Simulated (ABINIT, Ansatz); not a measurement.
# Lattice dynamics of Ho (P6_3/mmc) in two programs, part 2 of 4

How does Ho (P6_3/mmc) vibrate, and is this structure a minimum?

ABINIT 10.8.3; DFT PBE, scalar-relativistic, plane waves, PseudoDojo norm-conserving, 4f in core pseudopotentials.

So far. Step 3 (Relaxation): The volume changes by +0.0 % in this run and stands +0.0 % from the first cell. Step 4 (Ground state): The cell stands at -0.53 GPa: the relaxation ran with a smoothed and higher cutoff, and the difference is a stress of the finite basis. The relaxed cell has a = 3.583, c = 5.601 Å (conventional setting).

### Step 5. Zone-centre response

At q = 0 one unit cell holds all displacements. The response is solved for single atoms along the cell's directions, and symmetry skips those that follow from others. The crystal is treated as a metal, which screens a static field, so no field response is asked.

The input, dfpt_gamma.abi:

```

# common to the responses
getwfk_filepath "gso_WFK"
kptopt 2
nqpt 1
qpt 0.0 0.0 0.0
asr 0
chneut 0

# displacements
rfphon 1
rfatpol 1 2
rfdir 1 1 1
tolvrs 1.0d-10
prtwf 0
prtpot 1

# basis, mesh and filling
ecut 21.0
ngkpt 12 12 8
nshiftk 1
shiftk 0.0 0.0 0.0
istwfk *1
occopt 7
tsmear 0.01
nband 18
nstep 100
diemac 1000000.0
prtebands 0
prtgsr 0

# cell and atoms
acell 6.770682994 6.770682994 10.58418108
rprim 
    1.0 0.0 0.0
    -0.5 0.8660254038 0.0
    0.0 0.0 1.0
ntypat 1
znucl 67
natom 2
typat 1 1
xred 
    1/3 2/3 0.25
    2/3 1/3 0.75
pp_dirpath "./pseudo"
pseudos "Ho.upf"
```

Command:

```sh
$ OMP_NUM_THREADS=1 mpirun -n 16 abinit dfpt_gamma.abi > dfpt_gamma.log
```

Numbers of over 12 decimals in the logs are rounded to 6 here.

dfpt_gamma.abo, the main output file:

```text
[banners, grids, parts of the stress and lines that vanish by symmetry left out]
- input  file    -> dfpt_gamma.abi
- output file    -> dfpt_gamma.abo
- root for input  files -> dfpt_gammai
- root for output files -> dfpt_gammao

 Symmetries : space group P6_3/m m c (#194); Bravais hP (primitive hexag.)
================================================================================
 Values of the parameters that define the memory need of the present run (RF).
     intxc =       0      iscf =       7    lmnmax =       7     lnmax =       7
     mgfft =      45  mpssoang =       4    mqgrid =    3001     natom =       2
  nloc_mem =       1    nspden =       1   nspinor =       1    nsppol =       1
      nsym =      24    n1xccc =    2501    ntypat =       1    occopt =       7
   xclevel =       2
-    mband =          18        mffmem =           1         mkmem =          37
-   mkqmem =          37        mk1mem =          37           mpw =        1956
      nfft =       40500          nkpt =         580
- my_mband =          18
================================================================================
================================================================================

--------------------------------------------------------------------------------
------------- Echo of variables that govern the present computation ------------
--------------------------------------------------------------------------------
-
- outvars: echo of selected default values
-   iomode0 =  0 , fftalg0 =312 , wfoptalg0 =  0
-
- outvars: echo of global parameters not present in the input file
-  max_nthreads =    1
-
 -outvars: echo values of preprocessed input variables
 [... echo left out ...]
================================================================================

 chkinp: Checking input parameters for consistency.

[...]
== DATASET  1 ==================================================================
-   mpi_nproc: 16, omp_nthreads: 1 (-1 if OMP is not activated)

--- !DatasetInfo
iteration_state: {dtset: 1, }
dimensions: {natom: 2, nkpt: 580, mband: 18, nsppol: 1, nspinor: 1, nspden: 1, mpw: 1956, }
cutoff_energies: {ecut:  21.0, pawecutdg:  -1.0, }
electrons: {nelect:   2.20000000E+01, charge:   0.00000000E+00, occopt:   7.00000000E+00, tsmear:   1.00000000E-02, }
meta: {optdriver: 1, rfphon: 1, }
...

 mkfilename: getwfk from: gso_WFK

 Real(R)+Recip(G) space primitive vectors, cartesian coordinates (Bohr,Bohr^-1):
 R(1)=  6.7706830  0.0000000  0.0000000  G(1)=  0.1476956  0.0852721  0.0000000
 R(2)= -3.3853415  5.8635835  0.0000000  G(2)=  0.0000000  0.1705442  0.0000000
 R(3)=  0.0000000  0.0000000 10.5841811  G(3)=  0.0000000  0.0000000  0.0944806
 Unit cell volume ucvol=  4.2019691E+02 bohr^3
 Angles (23,13,12)=  9.00000000E+01  9.00000000E+01  1.20000000E+02 degrees
 setup1 : take into account q-point for computing boxcut.

 getcut: wavevector=  0.0000  0.0000  0.0000  ngfft=  30  30  45
         ecut(hartree)=     21.000   => boxcut(ratio)=   2.01521

--- Pseudopotential description ------------------------------------------------
- pspini: atom type   1  psp file is ./pseudo/Ho.upf

   1.22149356E+03                                ecore*ucvol(ha*bohr**3)
--------------------------------------------------------------------------------

 ==>  initialize data related to q vector <==

 The list of irreducible perturbations for this q vector is:
    1)    idir= 1    ipert=   1
    2)    idir= 3    ipert=   1

[...]
The perturbation idir=   2  ipert=   1 is
 symmetric of a previously calculated perturbation.
 So, its SCF calculation is not needed.

 The perturbation idir=   1  ipert=   2 is
 symmetric of a previously calculated perturbation.
 So, its SCF calculation is not needed.

 The perturbation idir=   2  ipert=   2 is
 symmetric of a previously calculated perturbation.
 So, its SCF calculation is not needed.

 The perturbation idir=   3  ipert=   2 is
 symmetric of a previously calculated perturbation.
 So, its SCF calculation is not needed.

--------------------------------------------------------------------------------
 Perturbation wavevector (in red.coord.)   0.000000  0.000000  0.000000
 Perturbation : displacement of atom   1   along direction   1
 Found     2 symmetries that leave the perturbation invariant.

[...]
dfpt_looppert : total number of electrons, from k and k+q
  fully or partially occupied states are    2.200000E+01 and    2.200000E+01.
 Initialisation of the first-order wave-functions :
  ireadwf=   0

--- !BeginCycle
iteration_state: {dtset: 1, }
solver: {iscf: 7, nstep: 100, nline: 4, wfoptalg: 0, }
tolerances: {tolvrs: 1.00E-10, }
...

     iter   2DEtotal(Ha)        deltaE(Ha) residm    vres2
-ETOT  1  0.974241     -1.006E+03 1.077E+00 4.962E+01
 ETOT  2  0.625086     -3.492E-01 1.137E+00 4.967E+00
 ETOT  3  0.621134     -3.952E-03 4.805E-02 1.720E-01
 ETOT  4  0.621022     -1.114E-04 2.302E-01 1.963E-03
 ETOT  5  0.621022     -5.423E-07 2.627E-02 2.370E-04
[...]
At SCF step   10       vres2   =  2.33E-12 < tolvrs=  1.00E-10 =>converged.
[...]
Mean square residual over all n,k,spin=   35.690E-07; max=  20.917E-03

 Thirteen components of 2nd-order total energy (hartree) are
 1,2,3: 0th-order hamiltonian combined with 1st-order wavefunctions
     kin0=   6.82421861E+02 eigvalue=   1.42311653E+02  local=  -4.10045006E+02
 4,5,6: 1st-order hamiltonian combined with 1st and 0th-order wfs
 loc psp =  -1.43464528E+03  Hartree=   3.49790740E+02     xc=  -8.86631358E+01
 note that "loc psp" includes a xc core correction that could be resolved
 7,8,9: eventually, occupation + non-local contributions
    edocc=   1.47933042E+02     enl0=   1.82798717E+02   enl1=  -5.78450463E+02
 1-9 gives the relaxation energy (to be shifted if some occ is /=2.0)
   erelax=  -1.00654787E+03
 10,11,12 Non-relaxation  contributions : frozen-wavefunctions and Ewald
 fr.local=   6.84906785E+02 fr.nonlo=   2.89131503E+02  Ewald=   9.26317522E+00
 13,14 Frozen wf xc core corrections (1) and (2)
 frxc 1  =  -1.40242668E+02  frxc 2 =   1.64110098E+02
 Resulting in :
 2DEtotal=    0.6210217038E+00 Ha. Also 2DEtotal=    0.168988614482E+02 eV
    (2DErelax=   -1.0065478716E+03 Ha. 2DEnonrelax=    1.0071688933E+03 Ha)
    (  non-var. 2DEtotal :    6.2102180388E-01 Ha)

[...]
Perturbation wavevector (in red.coord.)   0.000000  0.000000  0.000000
 Perturbation : displacement of atom   1   along direction   3
 Found     6 symmetries that leave the perturbation invariant.

--------------------------------------------------------------------------------

--------------------------------------------------------------------------------

 dfpt_looppert : total number of electrons, from k and k+q
  fully or partially occupied states are    2.200000E+01 and    2.200000E+01.
 Initialisation of the first-order wave-functions :
  ireadwf=   0

--- !BeginCycle
iteration_state: {dtset: 1, }
solver: {iscf: 7, nstep: 100, nline: 4, wfoptalg: 0, }
tolerances: {tolvrs: 1.00E-10, }
...

     iter   2DEtotal(Ha)        deltaE(Ha) residm    vres2
-ETOT  1   20.142932562409     -2.750E+03 2.179E+00 5.612E+04
[...]
ETOT  9   4.284113     -4.543E-10 1.176E-03 8.658E-09
 ETOT 10   4.284113     -4.093E-12 6.157E-04 9.860E-11

 At SCF step   10       vres2   =  9.86E-11 < tolvrs=  1.00E-10 =>converged.
[...]
Mean square residual over all n,k,spin=   29.402E-08; max=  61.572E-05

 Thirteen components of 2nd-order total energy (hartree) are
 1,2,3: 0th-order hamiltonian combined with 1st-order wavefunctions
     kin0=   1.68653045E+03 eigvalue=   3.45343966E+02  local=  -1.01190196E+03
 4,5,6: 1st-order hamiltonian combined with 1st and 0th-order wfs
 loc psp =  -4.13633942E+03  Hartree=   1.17276576E+03     xc=  -2.19321226E+02
 note that "loc psp" includes a xc core correction that could be resolved
 7,8,9: eventually, occupation + non-local contributions
    edocc=   3.49419285E+02     enl0=   4.42822080E+02   enl1=  -1.39497729E+03
 1-9 gives the relaxation energy (to be shifted if some occ is /=2.0)
   erelax=  -2.76565836E+03
 10,11,12 Non-relaxation  contributions : frozen-wavefunctions and Ewald
 fr.local=   1.65157117E+03 fr.nonlo=   6.99888683E+02  Ewald=   3.60101928E+02
 13,14 Frozen wf xc core corrections (1) and (2)
 frxc 1  =  -3.42893633E+02  frxc 2 =   4.01274327E+02
 Resulting in :
 2DEtotal=    0.4284113276E+01 Ha. Also 2DEtotal=    0.116576661062E+03 eV
    (2DErelax=   -2.7656583590E+03 Ha. 2DEnonrelax=    2.7699424723E+03 Ha)
    (  non-var. 2DEtotal :    4.2841164768E+00 Ha)

[...]
---- first-order wavefunction calculations are completed ----

 ==> Compute Derivative Database <==

 [... matrices left out ...]
  Phonon wavevector (reduced coordinates) :  0.00000  0.00000  0.00000
 Phonon energies in Hartree :
  -7.365166E-06 -7.365166E-06  7.045446E-06  3.002695E-04  3.002695E-04
   5.043310E-04
 Phonon frequencies in cm-1    :
- -1.616467E+00 -1.616467E+00  1.546297E+00  6.590154E+01  6.590154E+01
-  1.106879E+02

== END DATASET(S) ==============================================================
================================================================================

 -outvars: echo values of variables after computation
            acell      6.7706829940E+00  6.7706829940E+00  1.0584181080E+01 Bohr
           etotal      4.2841132755E+00
            fcart      0.0000000000E+00  0.0000000000E+00  0.0000000000E+00
           strten      0.0000000000E+00  0.0000000000E+00  0.0000000000E+00
================================================================================
```

It took 68 s on 16 MPI ranks of Arm Neoverse N1, shared host.

Numbers from this step:

* largest acoustic frequency at the zone centre before the sum rule: -1.62 cm⁻¹
* highest optical zone-centre mode (no LO-TO term): 110.7 cm⁻¹
* lowest optical zone-centre mode: 65.9 cm⁻¹

The acoustic modes at Γ come out as far as 1.6 cm⁻¹ from zero, where they should vanish, a small numerical error.

### Step 6. Linear response on the mesh

Linear response treats each wavevector of the 3×3×2 mesh in the unit cell; the first-order potentials are kept for the electron-phonon matrix elements.

The input, dfpt_q.abi:

```
ndtset 5

# wavevectors
qpt1 0.3333333333 0.0 0.0
qpt2 0.3333333333 0.3333333333 0.0
qpt3 0.0 0.0 0.5
qpt4 0.3333333333 0.0 0.5
qpt5 0.3333333333 0.3333333333 0.5

# displacements
getwfk_filepath "gso_WFK"
getwfq_filepath "gso_WFK"
kptopt 3
nqpt 1
rfphon 1
rfatpol 1 2
rfdir 1 1 1
tolvrs 1.0d-10
prtwf 0
prtpot 1

# basis, mesh and filling
ecut 21.0
ngkpt 12 12 8
nshiftk 1
shiftk 0.0 0.0 0.0
istwfk *1
occopt 7
tsmear 0.01
nband 18
nstep 100
diemac 1000000.0
prtebands 0
prtgsr 0

# cell and atoms
acell 6.770682994 6.770682994 10.58418108
rprim 
    1.0 0.0 0.0
    -0.5 0.8660254038 0.0
    0.0 0.0 1.0
ntypat 1
znucl 67
natom 2
typat 1 1
xred 
    1/3 2/3 0.25
    2/3 1/3 0.75
pp_dirpath "./pseudo"
pseudos "Ho.upf"
```

Command:

```sh
$ OMP_NUM_THREADS=1 mpirun -n 16 abinit dfpt_q.abi > dfpt_q.log
```

dfpt_q.abo, the main output file:

```text
[banners, grids, parts of the stress and lines that vanish by symmetry left out]
- input  file    -> dfpt_q.abi
- output file    -> dfpt_q.abo
- root for input  files -> dfpt_qi
[...]
DATASET    1 : space group P6_3/m m c (#194); Bravais hP (primitive hexag.)
[...]
nfft =       40500          nkpt =        1152
[...]
DATASET    2 : space group P6_3/m m c (#194); Bravais hP (primitive hexag.)
[...]
nfft =       40500          nkpt =        1152
[...]
DATASET    3 : space group P6_3/m m c (#194); Bravais hP (primitive hexag.)
[...]
nfft =       40500          nkpt =        1152
[...]
DATASET    4 : space group P6_3/m m c (#194); Bravais hP (primitive hexag.)
[...]
nfft =       40500          nkpt =        1152
[...]
DATASET    5 : space group P6_3/m m c (#194); Bravais hP (primitive hexag.)
[...]
nfft =       40500          nkpt =        1152
[...]
== DATASET  1 ==================================================================
[...]
cutoff_energies: {ecut:  21.0, pawecutdg:  -1.0, }
[...]
Perturbation : displacement of atom   1   along direction   1
[...]
-ETOT  1   25.802069909009     -1.137E+03 1.706E+00 2.160E+05
 ETOT  2   40.874388644000      1.507E+01 3.429E+00 3.604E+05
 ETOT  3   2.179136     -3.870E+01 2.693E-01 7.819E+02
 ETOT  4   2.079422     -9.971E-02 1.040E-01 6.426E+00
 ETOT  5   2.077271     -2.151E-03 1.709E-02 3.899E-01
[...]
At SCF step   13       vres2   =  2.67E-12 < tolvrs=  1.00E-10 =>converged.
[...]
Perturbation : displacement of atom   1   along direction   2
[...]
-ETOT  1   1.854560     -1.024E+03 1.096E+00 4.156E+01
[...]
At SCF step   10       vres2   =  8.16E-11 < tolvrs=  1.00E-10 =>converged.
[...]
Perturbation : displacement of atom   1   along direction   3
[...]
-ETOT  1   9.140280     -2.627E+03 2.203E+00 8.945E+03
[...]
At SCF step   13       vres2   =  3.40E-11 < tolvrs=  1.00E-10 =>converged.
[...]
Phonon wavevector (reduced coordinates) :  0.33333  0.00000  0.00000
 Phonon energies in Hartree :
[...]
Phonon frequencies in cm-1    :
-  5.057742E+01  5.415417E+01  8.474544E+01  8.892575E+01  9.322121E+01
-  1.073699E+02
[...]
== DATASET  2 ==================================================================
[...]
cutoff_energies: {ecut:  21.0, pawecutdg:  -1.0, }
[...]
Perturbation : displacement of atom   1   along direction   1
[...]
-ETOT  1   6.802319     -1.122E+03 3.071E+00 1.404E+04
[...]
At SCF step   11       vres2   =  1.17E-11 < tolvrs=  1.00E-10 =>converged.
[...]
Perturbation : displacement of atom   1   along direction   3
[...]
-ETOT  1   6.360504     -2.574E+03 4.842E+00 1.255E+03
[...]
At SCF step    9       vres2   =  8.83E-11 < tolvrs=  1.00E-10 =>converged.
[...]
Phonon wavevector (reduced coordinates) :  0.33333  0.33333  0.00000
 Phonon energies in Hartree :
[...]
Phonon frequencies in cm-1    :
-  7.963237E+01  7.963237E+01  8.263708E+01  8.263708E+01  9.458356E+01
-  1.016689E+02
[...]
== DATASET  3 ==================================================================
[...]
cutoff_energies: {ecut:  21.0, pawecutdg:  -1.0, }
[...]
- 67.00000  11.00000  180302                  znucl, zion, pspdat
[...]
Perturbation : displacement of atom   1   along direction   1
[...]
-ETOT  1   4.993723     -1.119E+03 1.779E+00 6.773E+03
[...]
At SCF step   10       vres2   =  5.75E-11 < tolvrs=  1.00E-10 =>converged.
[...]
Perturbation : displacement of atom   1   along direction   3
[...]
-ETOT  1   10.892931724371     -2.592E+03 2.106E+00 1.453E+04
[...]
ETOT  9   4.490849     -2.774E-10 6.657E+00 4.899E-09
 ETOT 10   4.490849      6.366E-12 1.902E+01 9.560E-11
 At SCF step   10       vres2   =  9.56E-11 < tolvrs=  1.00E-10 =>converged.
[...]
Phonon wavevector (reduced coordinates) :  0.33333  0.33333  0.50000
 Phonon energies in Hartree :
[...]
Phonon frequencies in cm-1    :
-  5.056364E+01  5.056364E+01  9.616513E+01  9.616513E+01  1.007025E+02
-  1.007025E+02
[...]
strten3     0.0000000000E+00  0.0000000000E+00  0.0000000000E+00
           
================================================================================
```

Elapsed: 25 min, on 16 MPI ranks; 6.8 h of CPU time.

Numbers from this step:

| Item | Value |
| --- | --- |
| lowest mode on the q mesh (acoustic ones at the zone centre apart) | 47.48 cm⁻¹ |

Frequencies (cm⁻¹) before the sum rule at the irreducible wavevectors but Γ, which is solved apart; negative means imaginary. Frequencies by wavevector:

| q (fractions) | star | mode 1 | mode 2 | mode 3 | mode 4 | mode 5 | mode 6 |
| --- | --- | --- | --- | --- | --- | --- | --- |
| 0.3333 0 0 | 6 | 50.58 | 54.15 | 84.75 | 88.93 | 93.22 | 107.4 |
| 0.3333 0.3333 0 | 2 | 79.63 | 79.63 | 82.64 | 82.64 | 94.58 | 101.7 |
| 0 0 0.5 | 1 | 47.48 | 47.48 | 47.48 | 47.48 | 81.96 | 81.96 |
| 0.3333 0 0.5 | 6 | 65.5 | 65.5 | 69.77 | 69.77 | 99.7 | 99.7 |
| 0.3333 0.3333 0.5 | 2 | 50.56 | 50.56 | 96.17 | 96.17 | 100.7 | 100.7 |

[end of part 2 of 4]

[Host names and launcher messages were left out of these logs when they were recorded.]

[Logs are printed without paths, hosts, clocks, repeated set-up lines and the standing remarks that a program may print on its own settings, such as how far it seeks lower states.]

[Hosts, paths, dates, database ids (printed as entryN), source tags and the programs' standing remarks are cut or masked in the printed files.]
